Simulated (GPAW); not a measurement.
# Screening of a field by a 9-layer slab of Sr(110), part 2 of 2

Wanted: the out-of-plane polarisability of a 9-layer slab of Sr(110).

GPAW 26.7.0; GPAW, PAW setups; slab in vacuum, relaxation (the session's first sound run).

So far. Step 8 (In a field): The dipole is now 0.320 e Å, against -2.9e-4 in the run without a field.

### Step 9. Field on

File run.py:

```python
import json
import numpy as np
from ase import Atoms
from gpaw import GPAW, PW
from gpaw.external import ConstantElectricField

slab = Atoms(
    ['Sr', 'Sr', 'Sr', 'Sr', 'Sr', 'Sr', 'Sr', 'Sr', 'Sr'],
    positions=[
        [0.00000, 0.00000, 7.00000],
        [3.04000, 2.14960, 9.14960],
        [0.00000, 0.00000, 11.29921],
        [3.04000, 2.14960, 13.44881],
        [0.00000, 0.00000, 15.59855],
        [3.04000, 2.14960, 17.74406],
        [0.00000, -0.00000, 19.93890],
        [3.04000, 2.14960, 22.03576],
        [0.00000, 0.00000, 24.15301]],
    cell=[[6.08, 0.0, 0.0], [0.0, 4.29921, 0.0], [0.0, 0.0, 31.19684]],
    pbc=[True, True, False])

slab.calc = GPAW(mode=PW(400), xc='PBE', kpts={'size': (5, 7, 1), 'gamma': True},
                 occupations={'name': 'fermi-dirac', 'width': 0.1}, nbands='160%',
                 convergence={'density': 1e-05}, maxiter=200,
                 poissonsolver={'dipolelayer': 'xy'},
                 external=ConstantElectricField(0.2, [0, 0, 1]),
                 symmetry={'tolerance': 1e-3}, txt='slab.txt')
result = {}
energy = slab.get_potential_energy()
fermi = slab.calc.get_fermi_level()
v = slab.calc.get_electrostatic_potential().mean((0, 1)) - fermi
n = slab.calc.get_pseudo_density().mean((0, 1))
L = slab.cell[2, 2]
z = np.arange(len(v)) * L / len(v)
low, high = slab.positions[:, 2].min(), slab.positions[:, 2].max()
below, above = np.interp([low - 4.8, high + 4.8], z, v)
slopes = [np.interp(x, z, np.gradient(v, z)) for x in (low - 4.8, high + 4.8)]
eps = np.array([[slab.calc.get_eigenvalues(k, s) for k in range(len(slab.calc.get_ibz_k_points()))]
                for s in range(slab.calc.get_number_of_spins())]) - fermi
top, bottom = eps[eps < 0].max(), eps[eps > 0].min()
dipole = slab.get_dipole_moment()[2]
print(f'energy {energy:.4f} eV, Fermi level {fermi:.4f} eV, dipole {dipole:.5f} e A')
print(f'potential 4.8 A off the faces, from the Fermi level: lower {below:.4f} eV, upper {above:.4f} eV')
print(f'slope of the potential there: lower {slopes[0]:.5f}, upper {slopes[1]:.5f} eV/A')
print(f'nearest levels on the mesh: {top:.4f} and {bottom:.4f} eV')
print('magnetic moment', round(slab.get_magnetic_moment(), 3))
result.update(energy=energy, fermi=fermi, dipole=dipole, below=below, above=above, slopes=slopes, edges=[top, bottom],
              z=z.tolist(), v=v.tolist(), n=n.tolist(), positions=slab.positions.tolist(),
              forces=slab.get_forces(apply_constraint=False).tolist(), moments=slab.get_magnetic_moments().tolist())
json.dump(result, open('result.json', 'w'))
```

The run is started by

```sh
OMP_NUM_THREADS=1 OPENBLAS_NUM_THREADS=1 python run.py
```

The log of the run:

```text
energy -13.7553 eV, Fermi level 1.2047 eV, dipole 0.64157 e A
potential 4.8 A off the faces, from the Fermi level: lower 4.8416 eV, upper 0.4048 eV
slope of the potential there: lower -0.01199, upper 0.00412 eV/A
nearest levels on the mesh: -0.0045 and 0.0064 eV
magnetic moment 0.0
```

The job ended after 5.8 min (1 thread of Intel Xeon 6975P-C (Granite Rapids), shared host; peak memory 0.69 GiB).

The electrostatic potential energy of an electron (without an applied field's), less the Fermi level, planar mean oscillates, so the rows of the table below give means over windows of 2.17 Å about each position, cut where the curve ends. Its maxima inside the range that stand out by 2 % of the span (Å: eV): 0.4: 4.85, 8.1: 0.533, 10.2: 0.261, 12.3: -0.196, 14.5: -0.620, 16.7: -1.08, 18.8: -1.33, 21.0: -2.09, 23.1: -2.54. Its minima: 7.0: -5.35, 9.2: -5.42, 11.3: -5.96, 13.4: -6.41, 15.6: -6.85, 17.8: -7.26, 19.9: -7.72, 22.0: -8.03, 24.2: -8.82.

The electrostatic potential energy of an electron (without an applied field's), less the Fermi level, planar mean by z; means over each step:

```tsv
z (Å)	electrostatic potential energy of an electron (without an applied field's), less the Fermi level, planar mean (eV)
1.08	4.65
3.25	4.79
5.42	3.08
7.59	-1.98
9.77	-2.22
11.93	-2.70
14.11	-3.13
16.27	-3.58
18.45	-3.87
20.62	-4.58
22.79	-5.05
24.95	-3.77
27.12	0.283
29.30	0.405
```

The dipole is now 0.642 e Å, against -2.9e-4 in the run without a field.

### Step 10. Field on

run.py, as its differences from that of step 9:

```diff
@@ -25,3 +25,3 @@
                  poissonsolver={'dipolelayer': 'xy'},
-                 external=ConstantElectricField(0.2, [0, 0, 1]),
+                 external=ConstantElectricField(0.3, [0, 0, 1]),
                  symmetry={'tolerance': 1e-3}, txt='slab.txt')
```

The log of the run:

```text
energy -13.8356 eV, Fermi level 1.1953 eV, dipole 0.96355 e A
potential 4.8 A off the faces, from the Fermi level: lower 5.9862 eV, upper -0.6766 eV
slope of the potential there: lower -0.01626, upper 0.00336 eV/A
nearest levels on the mesh: -0.0065 and 0.0068 eV
magnetic moment 0.0
```

Run time: 6.3 min. Hardware: 1 thread; peak memory 0.72 GiB.

The dipole is now 0.964 e Å, against -2.9e-4 in the run without a field.

### Step 11. The series

The members are put on one axis.

This step: induced dipole against applied field (GPAW 26.7.0).

Dipole along the normal against field:

```tsv
field (V/Å)	dipole along the normal (e·Å)
-0.200	-0.642
-0.100	-0.321
-0.050	-0.161
0.000	-2.9e-4
0.050	0.160
0.100	0.320
0.200	0.642
0.300	0.964
```

### Step 12. A changed run

One more run, with changed settings.

This step: GPAW, PAW setups; slab in vacuum (GPAW 26.7.0).

run.py, as its differences from that of step 10:

```diff
@@ -4,3 +4,2 @@
 from gpaw import GPAW, PW
-from gpaw.external import ConstantElectricField
 
@@ -21,7 +20,6 @@
 
-slab.calc = GPAW(mode=PW(400), xc='PBE', kpts={'size': (5, 7, 1), 'gamma': True},
+slab.calc = GPAW(mode=PW(100), xc='PBE', kpts={'size': (5, 7, 1), 'gamma': True},
                  occupations={'name': 'fermi-dirac', 'width': 0.1}, nbands='160%',
-                 convergence={'density': 1e-05}, maxiter=200,
+                 convergence={'density': 1e-05}, maxiter=100,
                  poissonsolver={'dipolelayer': 'xy'},
-                 external=ConstantElectricField(0.3, [0, 0, 1]),
                  symmetry={'tolerance': 1e-3}, txt='slab.txt')
```

The log of the run:

```text
energy 0.9995 eV, Fermi level 1.2646 eV, dipole -0.00258 e A
potential 4.8 A off the faces, from the Fermi level: lower 2.6647 eV, upper 2.6662 eV
slope of the potential there: lower -0.01667, upper 0.01432 eV/A
nearest levels on the mesh: -0.0026 and 0.0086 eV
magnetic moment 0.0
```

It took 67 s on 1 thread; peak memory 0.18 GiB.

The run finished. A setting was moved off its sound value on purpose, so it serves as a test and not as the result.

The fault put into the input: a cutoff far too low (ecut = 100).

Side by side:

```tsv
quantity	this run	sound run	difference
upper work function (eV)	2.6662	2.5968	0.0694
lower work function (eV)	2.6647	2.5947	0.0700
```

The two runs differ clearly in the lower work function: 2.66 eV against 2.59 eV.

### Step 13. Outcome

```yaml
work_function_both_faces: 2.60 eV
dipole_along_the_normal: -2.9e-4 e Å
induced_dipole_per_field: 3.21 e Å per V/Å
out_of_plane_polarisability_per_area_alpha_eps_0_a: 22.2 Å
```

What this shows: The field induces 3.21 e Å per V/Å, a polarisable thickness α/(ε0 A) of 22.2 Å beside 17.2 Å between the outermost nuclei. A perfect conductor would give the distance between its two image planes; a dielectric of thickness t gives t(1 - 1/ε). The measured value for polycrystalline Sr, which weights the faces of low work function, is 2.59 eV (as compiled in "Anisotropic work function of elemental crystals", 2019, arxiv:1902.07811); the relaxed upper face lies 0.0068 eV over it with PBE. Measured work functions scatter by a tenth of an eV or more between methods. The induced dipole is linear in the field over this range. The small printed dipole stands for a step of 2.0 meV from the lower to the upper face, and the probes find 2.1 meV; values this small are near the numerical noise of both. The in-plane lattice was kept as typed, which isn't the functional's own and leaves some strain; spin-orbit coupling and temperature are left out.

[Logs are printed without paths, hosts, clocks, repeated set-up lines and the standing remarks that a program may print on its own settings, such as how far it seeks lower states.]

[Hosts, paths, dates, database ids (printed as entryN), source tags and the programs' standing remarks are cut or masked in the printed files.]
